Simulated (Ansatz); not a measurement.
# BiSb (model cell, started as layered BN type): from the cell to its phonons, part 2 of 2

How does BiSb (model cell, started as layered BN type) vibrate, and is this structure a minimum?

Ansatz 0.2.0; DFT PBEsol, scalar-relativistic, plane waves, PAW.

So far. Step 4 (Relaxing to small forces for the phonons): The forces vanish by symmetry and the pressure is 0.001 GPa, within the tolerances set. The cell now holds 38.87 Å³/atom. The relaxed cell has a = 5.302, c = 6.387 Å (conventional setting).

The structure was built from a prototype and need not be the compound's stable phase.

### 5. Zone-centre response

The zone centre comes first: it holds the modes that light can see, as far as symmetry allows. No field response is asked, since the mesh shows no gap.

Contents of input.yaml:

```yaml
crystal:
  lattice:
    - [5.3020965773, 0.0, 0.0]
    - [-2.6510482886, 4.5917503293, 0.0]
    - [0.0, 0.0, 6.3871077809]
  atoms:
    - { symbol: Bi, position: [0.3333333333, 0.6666666667, 0.25] }
    - { symbol: Bi, position: [0.6666666667, 0.3333333333, 0.75] }
    - { symbol: Sb, position: [0.6666666667, 0.3333333333, 0.25] }
    - { symbol: Sb, position: [0.3333333333, 0.6666666667, 0.75] }
kpoints:
  mp_grid: { grid: [10, 10, 6] }
hamiltonian:
  xc: pbesol
scf:
  occupations: { method: methfessel_paxton, width: 0.15 }
output:
  eigenvalues: true
phonons:
  method: dfpt
```

The run is started by

```sh
> ansatz run input.yaml --threads 4 --pin off --max-ram 7168MiB --backend cpu --events-out ev --progress --plain --runs-dir out
```

Numbers of over 12 decimals in the logs are rounded to 6 here.

Log:

```text
zone centre: on kpoints.mp_grid the ground state, and the responses unless they are solved on pairs of k-points, stand on 124 of the mesh's 600 k-points, reduced under 4 symmetry operations, with k and −k counted as one. Each operation leaves every solved displacement unchanged or reverses it
[...]
Crystal: 4 atoms, lattice volume = 155.500 Å³
Basis set: ecut = 420 eV, 3039 PW (Γ), exchange–correlation on 72×72×96 points (8 copies of the dense FFT grid, shifted against one another)
Bands: 36, of which v1, the nominal top of the filled ones, is band 30 counted from 1 (29 counted from 0)
Symmetry: 24 space group operations
k-points: 124 of 600 (irreducible under 4 space group operations, time reversal used)
[...]
SCF iter   1: F=—  HF=-37299.462702 eV  |F-HF|=—  |Δ(HF+E_count)|=         —  Δρ=2.05e-3  dr2=5.64e-3  ethr=1.77e-3  ⟨swp⟩=6.8  Hψ=18798  notcnv=0
[...]
SCF iter   9: F=-37299.460287 eV  HF=-37299.460287 eV  |F-HF|=0.00e0  |Δ(HF+E_count)|=  3.64e-11  S|Δr|=    0.00e0  Δρ=4.08e-8  dr2=3.23e-12  ethr=1.00e-12  ⟨swp⟩=9.9  Hψ=23981  notcnv=0
SCF 1 converged in 9 iterations: F = -37299.460287 eV  dr2 = 3.23e-12
[...]
DFPT response loops at Γ: preconditioner auto → Kerker (q_TF=auto, 2.328 Å⁻¹) (partly filled bands, converged f_vac=0.137); β = 1.00, the filter's whole step (`scf.mixing.beta` (0.50) is not read by the response loops under this deck's `scf.mixing.preconditioner`; to damp them name `kerker` or `kerker_dos`, under which they read `scf.mixing.beta`, and type it under 1.00, their step now; both keys bind the ground state too); Broyden in place of MSR1
SCF converged after 9 iterations
[...]
Free energy (F): -37299.460287 eV
[...]
Internal energy: -37299.458796 eV  (E = F + TS)
E sigma→0 (E₀):  -37299.459915 eV
Entropy (-TS):   -0.001491 eV (-0.373 meV/atom)
Fermi energy:    7.716006 eV
[...]
--- Band table (eV; the first three rows and the last of 124) ---
  k-point 0: bands = [... 26 lower, 4.1830, 5.9702, 5.9938, 5.9938, 7.7522, 7.7522, 9.9060, 9.9060, ... 2 higher]
  k-point 1: bands = [... 26 lower, 4.2734, 5.8203, 5.8203, 6.4931, 7.8474, 7.8474, 9.6582, 9.6582, ... 2 higher]
  k-point 2: bands = [... 26 lower, 4.5348, 5.4059, 5.4059, 7.6121, 7.9660, 8.1274, 8.1274, 9.1232, ... 2 higher]
  k-point 123: bands = [... 26 lower, 6.6470, 6.6470, 6.7964, 6.7964, 7.9022, 7.9022, 8.7581, 8.7581, ... 2 higher]
--- Phonons (Γ-DFPT): 4 representative perturbations + reference, on 124 of 600 k-points (Σ response iterations 12) ---
  k mesh reduced under 4 symmetry operations, with k and −k counted as one. Each operation leaves every solved displacement unchanged or reverses it
  ASR residual: 4.418e-5 → 0.000e0 eV/Å²; symmetrization residual: 9.805e-5 eV/Å²
  ASR residual per site (eV/Å²): 4.42e-5 4.42e-5 4.42e-5 4.42e-5
  Γ frequencies (cm⁻¹): -81.07 -16.71 -16.71 0.00 0.00 0.00 40.12 94.63 94.63 100.06 118.58 118.58
  non-analytic LO–TO correction: not included (Born effective charges unavailable; polar crystals: no LO–TO splitting at Γ)
```

It took 50 s on 4 threads of Intel Xeon 6975P-C (Granite Rapids), shared host; peak memory 2.6 GiB; 3.1 min of CPU time.

In the SCF lines HF is the Harris–Foulkes energy and dr2 the Hartree energy of the density residual, in eV; the loop may stop once dr2 is under the threshold and the program's other checks hold. Hψ counts applications of the Hamiltonian.

Numbers from this step:

| Quantity | Value |
| --- | --- |
| sum-rule residual before enforcement | 4.42e-5 eV/Å² |
| point group | 6/mmm |
| highest optical mode at the zone centre (no LO-TO term) | 118.6 cm⁻¹ |
| lowest optical zone-centre mode | -81.07 cm⁻¹ |

Patterns of degenerate modes are one choice out of their space. Modes at Γ, with each element's share of the kinetic energy (negative means imaginary):

```tsv
mode	frequency (cm⁻¹)	symmetry	Bi %	Sb %
1	-81.1	A2u	37	63
2	-16.7	E2g	62	38
3	-16.7	E2g	62	38
4	0.0	acoustic	63	37
5	0.0	acoustic	63	37
6	0.0	acoustic	63	37
7	40.1	B1g	69	31
8	94.6	E2g	38	62
9	94.6	E2g	38	62
10	100.1	B1g	31	69
11	118.6	E1u	37	63
12	118.6	E1u	37	63
```

Displacements in mode 1 (-81.1 cm⁻¹), the largest set to 1:
```
Bi1  0.00  0.00 -0.58
Bi2  0.00  0.00 -0.58
Sb3  0.00  0.00  1.00
Sb4  0.00  0.00  1.00
```

Displacements in mode 11 (118.6 cm⁻¹), the largest set to 1:
```
Bi1  0.00 -0.58  0.00
Bi2  0.00 -0.58  0.00
Sb3  0.00  1.00  0.00
Sb4  0.00  1.00  0.00
```

Before it was imposed, the acoustic sum rule was missed by 4.4e-5 eV/Å². Small misses are needed for a sound result but don't prove that mesh and cutoff are converged. The lowest optical mode is imaginary, 81.1i cm⁻¹, so the energy falls along it.

### 6. The dispersion

The mesh has a single point along some directions, so zone-edge points there are not solved. Linear response on a 2×2×1 q mesh gives force constants as far as a supercell of that size would.

Edit input.yaml of step 5 so:

```diff
@@ -20 +20,9 @@
   method: dfpt
+  qmesh: [2, 2, 1]
+  temperatures: { t_max: 1000, t_step: 50 }
+  qpath:
+    path:
+      - [[0.0, 0.0, 0.0], [0.5, 0.0, 0.0], [0.33333333, 0.33333333, 0.0], [0.0, 0.0, 0.0], [0.0, 0.0, 0.5], [0.5, 0.0, 0.5], [0.33333333, 0.33333333, 0.5], [0.0, 0.0, 0.5]]
+      - [[0.5, 0.0, 0.5], [0.5, 0.0, 0.0]]
+      - [[0.33333333, 0.33333333, 0.5], [0.33333333, 0.33333333, 0.0]]
+    npoints: 10
```

Log:

```text
[...]
Crystal: 4 atoms, lattice volume = 155.500 Å³
Basis set: ecut = 420 eV, 3039 PW (Γ), exchange–correlation on 72×72×96 points (8 copies of the dense FFT grid, shifted against one another)
Bands: 36, of which v1, the nominal top of the filled ones, is band 30 counted from 1 (29 counted from 0)
Symmetry: 24 space group operations
k-points: 56 of 600
[...]
SCF iter   1: F=—  HF=-37299.462852 eV  |F-HF|=—  |Δ(HF+E_count)|=         —  Δρ=2.04e-3  dr2=5.60e-3  ethr=1.77e-3  ⟨swp⟩=6.8  Hψ=8448  notcnv=0
[...]
SCF iter  10: F=-37299.460287 eV  HF=-37299.460287 eV  |F-HF|=0.00e0  |Δ(HF+E_count)|=  7.28e-12  S|Δr|=    0.00e0  Δρ=5.61e-9  dr2=5.60e-14  ethr=1.00e-12  ⟨swp⟩=9.1  Hψ=10548  notcnv=0
SCF 1 converged in 10 iterations: F = -37299.460287 eV  dr2 = 5.60e-14
[...]
phonons: the bands overlap, so this run is a metal and interpolates without the dipole-dipole term. If the crystal is really an insulator or semiconductor, its LO-TO splitting is missing
NSCF: frozen V_eff on 56 k-points
WARN: eigensolver did not converge in 8 slots of this pass, the one above among them; of largest residual over every band (k=21): 1 band(s) unlocked (lowest unlocked band 35, counted from 0; max residual 7.03e-5 eV among the unlocked bands, 7.03e-5 eV over every band); of lowest unlocked band (k=2): band 35
[...]
DFPT response loops at q = (0, 0, 0) (fractional): preconditioner auto → Kerker (q_TF=auto, 2.328 Å⁻¹) (partly filled bands, converged f_vac=0.137); β = 1.00, the filter's whole step (`scf.mixing.beta` (0.50) is not read by the response loops under this deck's `scf.mixing.preconditioner`; to damp them name `kerker` or `kerker_dos`, under which they read `scf.mixing.beta`, and type it under 1.00, their step now; both keys bind the ground state too); Broyden in place of MSR1
[...]
SCF converged after 10 iterations
[...]
Free energy (F): -37299.460287 eV
[...]
Internal energy: -37299.458796 eV  (E = F + TS)
E sigma→0 (E₀):  -37299.459915 eV
Entropy (-TS):   -0.001491 eV (-0.373 meV/atom)
Fermi energy:    7.716007 eV
[...]
--- Band table (eV; the first three rows and the last of 56) ---
  k-point 0: bands = [... 26 lower, 4.1830, 5.9702, 5.9938, 5.9938, 7.7522, 7.7522, 9.9060, 9.9060, ... 2 higher]
  k-point 1: bands = [... 26 lower, 4.2734, 5.8203, 5.8203, 6.4931, 7.8474, 7.8474, 9.6582, 9.6582, ... 2 higher]
  k-point 2: bands = [... 26 lower, 4.5348, 5.4059, 5.4059, 7.6121, 7.9660, 8.1274, 8.1274, 9.1232, ... 2 higher]
  k-point 55: bands = [... 26 lower, 7.0438, 7.0438, 7.3164, 7.3164, 7.6395, 7.6395, 8.4120, 8.4120, ... 2 higher]
--- Phonons (Γ-DFPT): 4 representative perturbations + reference (Σ response iterations 12) ---
  ASR residual: 6.311e-5 → 0.000e0 eV/Å²; symmetrization residual: 9.585e-5 eV/Å²
  ASR residual per site (eV/Å²): 6.31e-5 6.31e-5 4.98e-5 4.98e-5
[...]
--- Phonons (arbitrary-q DFPT): 2 irreducible q on the 2×2×1 mesh ---
  q = [0.0000, 0.0000, 0.0000] (star 1, of the zone-centre solve; hermiticity 5.80e-5, symmetrization 2.05e-10): -81.07 -16.71 -16.71 -0.00 -0.00 0.00 40.12 94.63 94.63 100.06 118.58 118.58
  q = [0.0000, -0.5000, 0.0000] (star 3, 6 solved perturbations on 124 of 600 k-point pairs; hermiticity 1.25e-4, symmetrization 2.19e-5): -12.98 24.47 25.62 35.95 53.46 66.41 72.99 73.74 74.08 97.14 104.07 106.92
  sum rule: each row above includes the acoustic sum rule's correction from the zone centre's row sums; it moved no ω² by more than (0.33 cm⁻¹)²
  mesh force constants: q→R imaginary residual 1.15e-17; ASR residual 6.311e-5 → 0.000e0 eV/Å²; symmetrization residual 1.332e-15 eV/Å²
  interpolated dispersion: 93 rows × 12 modes
  density of states and harmonic sums: on the 14×14×10 q-mesh, interpolated from the force constants of a 2×2×1 supercell (no non-analytic term)
  largest difference from the sums on the solved wave vectors: F 4.56e-1 eV, S 5.78e-4 and C_V 1.23e-4 eV/K
  zero-point energy: 0.044439 eV/cell   skipped modes (ω ≤ 0): 161, of them read as no rigid motion or as one in doubt: 158 (8.265e-1 modes/cell left out, lowest -81.07 cm⁻¹)   left out of the sums: 6.90e-2 of the cell's modes: C_V's classical limit lies that fraction below 3 k_B per atom; for a crystal, a wire or a layer, F and S can be off by more, and a phonons.interpolated_qmesh denser along its periods is the remedy for the sampling
```

The job ended after 99 s (4 threads; peak memory 2.2 GiB; 6.3 min of CPU time).

Numbers from this step:

```
sum-rule residual before enforcement                          : 6.31e-5 eV/Å²
lowest mode on the q mesh (acoustic modes at Γ apart)         : -81.07 cm⁻¹
highest frequency at a solved wavevector (no LO-TO term at Γ) : 118.6 cm⁻¹
```

Frequencies (cm⁻¹) solved at each irreducible wavevector; negative means imaginary. Frequencies by wavevector, by row:

```tsv
q in reciprocal lattice units	star	mode 1	mode 2	mode 3	mode 4	mode 10	mode 11	mode 12
0 0 0	1	-81.1	-16.7	-16.7	0	100.1	118.6	118.6
0 -0.5 0	3	-13	24.5	25.6	36	97.1	104.1	106.9
```

Symmetry leaves 2 wavevectors to solve. The lowest mode among them, the acoustic zeros apart, lies at Γ and is imaginary, 81.1i cm⁻¹, so the energy falls along it.

### 7. Isotope substitution

An isotope changes the mass and not the force constants, so no new electronic calculation is needed; the shifts show which modes move this element.

The same force constants with the mass of Sb changed from 121.760 to 122.904 u (phonopy, no LO-TO term). Both lists are sorted by frequency; levels can cross, so a row need not hold one and the same mode. Modes under 3 cm⁻¹ are left out. Isotope shifts, by row:

```tsv
q	rank	natural mass (cm⁻¹)	changed mass (cm⁻¹)
0 0 0	1	-81.07	-80.83
0 0 0	2	-16.71	-16.68
0 0 0	3	-16.71	-16.68
0 0 0	7	40.12	40.06
0 0 0	8	94.63	94.36
0 0 0	9	94.63	94.36
0 0 0	10	100.1	99.74
0 0 0	11	118.6	118.2
0 0 0	12	118.6	118.2
0 -0.5 0	1	-12.98	-12.95
0 -0.5 0	2	24.47	24.42
0 -0.5 0	3	25.62	25.6
0 -0.5 0	4	35.95	35.91
0 -0.5 0	5	53.46	53.26
0 -0.5 0	6	66.41	66.27
0 -0.5 0	7	72.99	72.72
0 -0.5 0	8	73.74	73.69
0 -0.5 0	9	74.08	74.03
0 -0.5 0	10	97.14	96.87
0 -0.5 0	11	104.1	103.7
0 -0.5 0	12	106.9	106.5
```

A mode of this element alone would shift by -0.47 %. The highest zone-centre frequency without the field goes from 118.6 to 118.2 cm⁻¹ (-0.3 %).

### 8. Outcome

* space group after relaxation (within 0.01 Å): P6_3/mmc
* volume per atom: 38.9 Å³
* electronic character: no gap on this mesh
* highest optical mode at the zone centre (no LO-TO term): 119 cm⁻¹
* lowest optical zone-centre mode: -81.1 cm⁻¹
* lowest mode on the q mesh (acoustic modes at Γ apart): -81.1 cm⁻¹
* imaginary modes on the 2×2×1 q mesh: yes

Modes are clearly imaginary (beyond 10i cm⁻¹) at 2 of the 2 irreducible wavevectors, most at Γ (81.1i cm⁻¹), so this structure is not a minimum of the energy. The optical modes at Γ span -81 to 119 cm⁻¹ (negative means imaginary). The q mesh is too sparse to interpolate, so only the solved wavevectors are given. With no gap, or one that is small against the smearing, the frequencies hang on the k mesh and the smearing, most of all near Kohn anomalies. Spin-orbit coupling is left out, which can matter for the heavy elements here. A phonon run warned that its eigensolver left some bands unconverged in a pass. The starting cell was built on a prototype and not taken from a measurement, so the phase need not exist. These are harmonic frequencies at zero temperature: anharmonic shifts, linewidths and thermal expansion are left out.

[Logs are printed without paths, hosts, clocks, repeated set-up lines and the standing remarks that a program may print on its own settings, such as how far it seeks lower states.]

[Hosts, paths, dates, database ids (printed as entryN), source tags and the programs' standing remarks are cut or masked in the printed files.]
